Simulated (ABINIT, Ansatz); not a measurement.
# Quasiparticle gap of VBiO4 (Clinobisvanite) in ABINIT, part 2 of 3

Wanted: ground state, empty states, screening and self-energy for VBiO4 (Clinobisvanite).

ABINIT 10.8.3; LDA and many-body steps on it, plane waves. Known limits of the many-body steps: not at the basis limit; no spin polarisation; d states lean on the start; no spin-orbit coupling; coarse k mesh.

So far. Step 2 (Ground state): The gap is indirect, with the least direct gap 0.05 eV higher.

### Step 3. Empty states on the mesh, 2×2×4 mesh, 341 bands

Level of this step: DFT, LDA, plane waves, norm-conserving pseudopotentials (ABINIT).

The sums over transitions need many empty states on a uniform mesh; this step solves for them.

run.abi

```
acell 3*1.0 Angstrom
rprim 
  3.623583094700 -5.848600000000 -0.000000000000
  3.623583094700 5.848600000000 0.000000000000
  -3.550011012700 0.000000000000 3.647394391800
ntypat 3
znucl 23 83 8
natom 12
typat 1 1 2 2 3 3 3 3 3 3 3 3
xred 
  0.870000000000 0.130000000000 0.750000000000
  0.130000000000 0.870000000000 0.250000000000
  0.366500000000 0.633500000000 0.750000000000
  0.633500000000 0.366500000000 0.250000000000
  0.938300000000 0.354700000000 0.638800000000
  0.645300000000 0.061700000000 0.861200000000
  0.061700000000 0.645300000000 0.361200000000
  0.354700000000 0.938300000000 0.138800000000
  0.811300000000 0.709900000000 0.879600000000
  0.290100000000 0.188700000000 0.620400000000
  0.188700000000 0.290100000000 0.120400000000
  0.709900000000 0.811300000000 0.379600000000
pp_dirpath "pseudos"
pseudos "V.upf, Bi.upf, O.upf"
ecut 42
ngkpt 2 2 4
nshiftk 1
shiftk 0 0 0
kptopt 1
chksymbreak 0
iscf -2
irdden 1
istwfk *1
nband 341
nbdbuf 30
tolwfr 1e-09
nstep 60
prtvol 0
indata_prefix "in"
outdata_prefix "out"
tmpdata_prefix "tmp"
```

Started as:

```
$ OMP_NUM_THREADS=1 mpirun -n 16 abinit run.abi > log
```

Numbers of over 12 decimals in the logs are rounded to 6 here.

What it wrote:

```text
.Version 10.8.3 of ABINIT. v10.8.2 released Aug 2026.

 Symmetries : space group C2/c (# 15); Bravais mC (1-face-center monocl.)
[... echo of the input left out ...]
== DATASET  1 ==================================================================
-   mpi_nproc: 16, omp_nthreads: 1 (-1 if OMP is not activated)
-    --> not optimal distribution: autoparal keyword recommended in input file <--

--- !DatasetInfo
iteration_state: {dtset: 1, }
dimensions: {natom: 12, nkpt: 9, mband: 341, nsppol: 1, nspinor: 1, nspden: 1, mpw: 13589, }
cutoff_energies: {ecut:  42.0, pawecutdg:  -1.0, }
electrons: {nelect:   1.20000000E+02, charge:   0.00000000E+00, occopt:   1.00000000E+00, tsmear:   1.00000000E-02, }

 Real(R)+Recip(G) space primitive vectors, cartesian coordinates (Bohr,Bohr^-1):
 R(1)=  6.8475796-11.0522522  0.0000000  G(1)=  0.0730185 -0.0452396  0.0710689
 R(2)=  6.8475796 11.0522522  0.0000000  G(2)=  0.0730185  0.0452396  0.0710689
 R(3)= -6.7085486  0.0000000  6.8925765  G(3)=  0.0000000  0.0000000  0.1450836
 Unit cell volume ucvol=  1.0432766E+03 bohr^3
 Angles (23,13,12)=  1.11551715E+02  1.11551715E+02  1.16438255E+02 degrees

 getcut: wavevector=  0.0000  0.0000  0.0000  ngfft=  80  80  60
         ecut(hartree)=     42.000   => boxcut(ratio)=   2.10928

--- Pseudopotential description ------------------------------------------------
- V Generated using ONCVPSP code by D. R. Hamann
- 23.00000  13.00000  180309                  znucl, zion, pspdat
12 -1012 2 -1 1518                            pspcod,pspxc,lmax,lloc,mmax
     nproj     2     2     2
  pspatm : epsatm=   13.97969020
         --- l  ekb(1:nproj) -->
             0   11.788805    1.386654
             1    1.837479   -0.152076
             2   -5.013500   -1.627294
 pspatm: atomic psp has been read  and splines computed

- Bi Generated using ONCVPSP code by D. R. Hamann
- 83.00000  23.00000  180309                  znucl, zion, pspdat
12 -1012 2 -1 1454                            pspcod,pspxc,lmax,lloc,mmax
     nproj     2     2     2
  pspatm : epsatm=   28.50282335
         --- l  ekb(1:nproj) -->
[...]
pspatm: atomic psp has been read  and splines computed

- O Generated using ONCVPSP code by D. R. Hamann
-  8.00000   6.00000  201201                  znucl, zion, pspdat
12 -1012 2 -1 926                             pspcod,pspxc,lmax,lloc,mmax
     nproj     2     2     1
  pspatm : epsatm=    6.24525921
         --- l  ekb(1:nproj) -->
[...]
2   -1.033686
 pspatm: atomic psp has been read  and splines computed

--------------------------------------------------------------------------------

================================================================================
 prteigrs : about to open file out_EIG
 Non-SCF case, kpt    1 (  0.00000  0.00000  0.00000), residuals and eigenvalues=
[...]
-3.1217E+00 -3.1217E+00 -2.1339E+00 -2.1339E+00 -1.1909E+00 -1.1907E+00
 -1.1885E+00 -1.1881E+00 -1.1880E+00 -1.1879E+00 -6.0047E-01 -5.9926E-01
[...]
2.9412E+00  2.9520E+00  2.9567E+00  2.9578E+00  2.9793E+00  2.9878E+00
  2.9916E+00  2.9929E+00  3.0115E+00  3.0146E+00  3.0194E+00  3.0229E+00
  3.0238E+00  3.0266E+00  3.0508E+00  3.0574E+00  3.0754E+00
 prteigrs : prtvol=0 or 1, do not print more k-points.

--- !ResultsGS
iteration_state: {dtset: 1, }
comment   : Summary of ground state results
lattice_vectors:
- [  6.8475796, -11.0522522,  -0.0000000, ]
- [  6.8475796,  11.0522522,   0.0000000, ]
- [ -6.7085486,   0.0000000,   6.8925765, ]
lattice_lengths: [  13.00160,   13.00160,    9.61833, ]
lattice_angles: [111.552, 111.552, 116.438, ] # degrees, (23, 13, 12)
lattice_volume:   1.0432766E+03
convergence: {deltae:  0.000E+00, res2:  0.000E+00, residm:  9.986E-10, diffor:  0.000E+00, }
etotal    :  -7.44311351E+02
entropy   :   0.00000000E+00
fermie    :   2.01609699E-01
cartesian_stress_tensor: null
pressure_GPa: null
xred      :
- [  8.7000E-01,   1.3000E-01,   7.5000E-01,  V]
- [  1.3000E-01,   8.7000E-01,   2.5000E-01,  V]
- [  3.6650E-01,   6.3350E-01,   7.5000E-01, Bi]
- [  6.3350E-01,   3.6650E-01,   2.5000E-01, Bi]
- [  9.3830E-01,   3.5470E-01,   6.3880E-01,  O]
- [  6.4530E-01,   6.1700E-02,   8.6120E-01,  O]
- [  6.1700E-02,   6.4530E-01,   3.6120E-01,  O]
[...]
- [  1.8870E-01,   2.9010E-01,   1.2040E-01,  O]
- [  7.0990E-01,   8.1130E-01,   3.7960E-01,  O]
cartesian_forces: null
force_length_stats: {min: null, max: null, mean: null, }

 Integrated electronic density in atomic spheres:
 ------------------------------------------------
 Atom  Sphere_radius  Integrated_density
[...]
================================================================================

 ----iterations are completed or convergence reached----

 Mean square residual over all n,k,spin=   40.769E-11; max=  99.861E-11
 reduced coordinates (array xred) for   12 atoms
[...]
0.188700000000      0.290100000000      0.120400000000
       0.709900000000      0.811300000000      0.379600000000

 cartesian coordinates (angstrom) at end:
    1      0.961075    -4.327964     2.735546
    2      2.736080     4.327964     0.911849
    3      0.961075     1.561576     2.735546
[...]
11      1.307550     0.593048     0.439146
   12      4.164610     0.593048     1.384551
 length scales=  1.889726125908  1.889726125908  1.889726125908 bohr
              =  1.000000000000  1.000000000000  1.000000000000 angstroms
 prteigrs : about to open file out_EIG
 Eigenvalues (hartree) for nkpt=   9  k points:
 kpt#   1, nband=341, wtk=  0.06250, kpt=  0.0000  0.0000  0.0000 (reduced coord)
[...]
2.90795    2.92277    2.92749    2.94073    2.94119    2.95199    2.95665    2.95779
   2.97934    2.98777    2.99163    2.99289    3.01154    3.01457    3.01936    3.02294
   3.02385    3.02660    3.05083    3.05742    3.07544
 prteigrs : prtvol=0 or 1, do not print more k-points.

== END DATASET(S) ==============================================================
================================================================================

 -outvars: echo values of variables after computation  --------
            nband         341
             nkpt           9
          spgroup          15
 [... the other variables as echoed above ...]

 Calculation completed.
```

Elapsed: 10 min, on 16 MPI ranks of Arm Neoverse N1, shared host; peak memory 2.3 GiB.

Numbers from this step:

```yaml
gap: 2.325 eV
k_of_the_valence_top: 0, 0, 0.25
k_of_the_conduction_bottom: 0.5, 0, 0.5
least_direct_gap: 2.381 eV
k_points_computed: 9
lowest_point_of_the_top_converged_band_above_the_valence_top: 70.9061 eV
```

On this mesh the gap is 2.325 eV. The earlier step found 2.222 eV, so this mesh misses an edge.

### Step 4. Screening, 2×2×4 mesh, 311 bands, screening to 176.9 eV

The RPA dielectric matrix is built and inverted for each q.

This step: RPA screening on LDA, plane waves, norm-conserving pseudopotentials.

Changes to run.abi since step 3:

```diff
@@ -30,10 +30,11 @@
 chksymbreak 0
-iscf -2
-irdden 1
 istwfk *1
-nband 341
-nbdbuf 30
-tolwfr 1e-09
-nstep 60
-prtvol 0
+occopt 1
+irdwfk 1
+optdriver 3
+nband 311
+ecuteps 6.5
+inclvkb 2
+awtr 1
+symchi 1
 indata_prefix "in"
```

What it wrote:

```text
.Version 10.8.3 of ABINIT. v10.8.2 released Aug 2026.

 Symmetries : space group C2/c (# 15); Bravais mC (1-face-center monocl.)
[... echo of the input left out ...]
== DATASET  1 ==================================================================
-   mpi_nproc: 16, omp_nthreads: 1 (-1 if OMP is not activated)

--- !DatasetInfo
iteration_state: {dtset: 1, }
dimensions: {natom: 12, nkpt: 9, mband: 311, nsppol: 1, nspinor: 1, nspden: 1, mpw: 13589, }
cutoff_energies: {ecut:  42.0, pawecutdg:  -1.0, }
electrons: {nelect:   1.20000000E+02, charge:   0.00000000E+00, occopt:   1.00000000E+00, tsmear:   1.00000000E-02, }

 SCREENING: Calculation of the susceptibility and dielectric matrices

 Based on a program developped by R.W. Godby, V. Olevano, G. Onida, and L. Reining.
 Incorporated in ABINIT by V. Olevano, G.-M. Rignanese, and M. Torrent.
.Using double precision arithmetic ; gwpc =  8

[... cell and pseudopotentials left out ...]
--------------------------------------------------------------------------------

 ==== K-mesh for the wavefunctions ====
 Number of points in the irreducible wedge :     9
[... list of points left out ...]
 Together with  4 symmetry operations and time-reversal symmetry
 yields    16 points in the full Brillouin Zone.

 ==== Q-mesh for the screening function ====
 Number of points in the irreducible wedge :     9
[... list of points left out ...]
 Together with  4 symmetry operations and time-reversal symmetry
 yields    16 points in the full Brillouin Zone.

 setmesh: FFT mesh size selected  =    40x   40x   30
          total number of points  =        48000

 vcoul_init : cutoff-mode = AUXILIARY_FUNCTION
 q-points for optical limit:   1
     1)      0.000010    0.000020    0.000030

- screening: taking advantage of time-reversal symmetry
- Maximum band index for partially occupied states nbvw = 60
- Remaining bands to be divided among processors   nbcw = 251
- Number of bands treated by each node ~15

 Number of electrons calculated from density =  120.0000; Expected =  120.0000
 average of density, n =  0.115022
 r_s =    1.2756
 omega_plasma =   32.7150 [eV]

 calculating chi0 at frequencies [eV] :
  1    0.000000E+00    0.000000E+00
  2    0.000000E+00    3.271497E+01

--------------------------------------------------------------------------------
  q-point number  1        q = ( 0.000000, 0.000000, 0.000000) [r.l.u.]
--------------------------------------------------------------------------------
[... chi0 elements left out ...]
 For q-point:  0.000010 0.000020 0.000030
  dielectric constant =   7.2706
  dielectric constant without local fields =   8.5171

  Average fulfillment of the sum rule on Im[epsilon] for q-point    1 :     64.09  [%]
[... wings left out ...]
  q-point number  2        q = ( 0.500000, 0.000000, 0.000000) [r.l.u.]
--------------------------------------------------------------------------------
[... chi0 elements left out ...]
  Average fulfillment of the sum rule on Im[epsilon] for q-point    2 :     68.42  [%]

 [... 7 further q-points ...]
```

Wall time 19 min (16 MPI ranks); peak memory 14 GiB.

This step gave:

| Property | Result |
| --- | --- |
| ε∞ with local fields, on this mesh, along the program's q direction | 7.271 |
| the same without local fields | 8.517 |
| plasma frequency | 32.72 eV |
| plane waves in the screening matrix | 837 |

Local fields lower ε∞ by 15 %. On a Γ-centred mesh this coarse the value itself is usually too large, while a short band sum pulls it down.

(Part 2 of 3 ends here.)

[Paths, hosts, dates, memory and timing lines, banners, echoed tables and standing remarks are left out of the program output.]

[Logs are printed without paths, hosts, clocks, repeated set-up lines and the standing remarks that a program may print on its own settings, such as how far it seeks lower states.]

[Runs of the session that timed out or met a known fault of the program may be left out.]

[No measured gap is set beside runs whose start may be inverted or whose files or cutoffs have a known fault.]

[Hosts, paths, dates, database ids (printed as entryN), source tags and the programs' standing remarks are cut or masked in the printed files.]

[G0W0 gaps are taken among the corrected bands and points alone; a level outside them can change the order at an edge.]

[Where Ansatz stands beside ABINIT at settings called matched, ABINIT's density can come from a denser mesh and the files from another edition; pairs whose starting gaps differed by over 0.03 eV were left out, so agreement reads better than it is.]
